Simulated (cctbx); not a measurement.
# Lattice, Laue class and space group of a new crystal

Cell: a = 6.9680 Å, b = 7.0910 Å, c = 10.8410 Å, α = 102.73°, β = 108.68°, γ = 99.44°. Expected content of the cell: Nb2 Co3 K5 S10.

Simulated single-crystal data (cctbx): Mo Kα, λ = 0.71073 Å, to d = 0.65 Å, 50 % of the full sphere, strongest reflection 5000 counts, noise from counting, a 2 % proportional error and a noise floor of 8 counts (s.d.); no absorption, some extinction.

A first pass over the reflections prints:

```text
3654 reflections to d = 0.650 A
centring   violations  <I/sigma> of those
    A        292 of  1816      1.8
    B        348 of  1851      2.5
    C        360 of  1841      2.5
    I        369 of  1843      2.6
    R        482 of  2431      2.6
    F        500 of  2754      2.3
Laue class    unique    Rint  (classes that these axes allow; Friedel mates merged)
P -1             2751   0.128
space group    extra absences  I>4sigma  <I/sigma>
P 1                     0          0         -  acentric
P -1                    0          0         -  centric
Wilson B = 1.36 A^2   <|E^2-1|> = 0.987 (0.968 centric, 0.736 acentric)   E^2>4: 5.3 %
shell (A)         n   <I/sigma>
 9.82 - 1.30    337      5.2
 1.30 - 1.03    354      4.2
 1.03 - 0.90    355      3.7
 0.90 - 0.82    345      2.4
 0.82 - 0.76    329      2.5
 0.76 - 0.72    355      1.3
 0.72 - 0.68    336      1.4
 0.68 - 0.65    340      1.3
```

Q: Read the symmetry from these tables.

Every centring test has many violations, so the lattice is primitive.

Only P -1 fits these axes (Rint 0.128); a search for a hidden higher lattice was not made.

2 settings pass the absence test. No glide or screw absences show, which leaves P 1 and P -1.

⟨|E²−1|⟩ = 0.987 leans to a centrosymmetric structure. The Wilson B of 1.36 Å² means U ≈ 0.0172 Å².

The true group is P-1 (no. 2), Laue class -1, centrosymmetric. The tables only narrow the choice to the tied entries; cell content, site symmetry and trial solutions must settle it.

This is a model crystal, built by substitution and not relaxed, with assumed displacement parameters.

[Logs are printed without paths, hosts, clocks, repeated set-up lines and the standing remarks that a program may print on its own settings, such as how far it seeks lower states.]
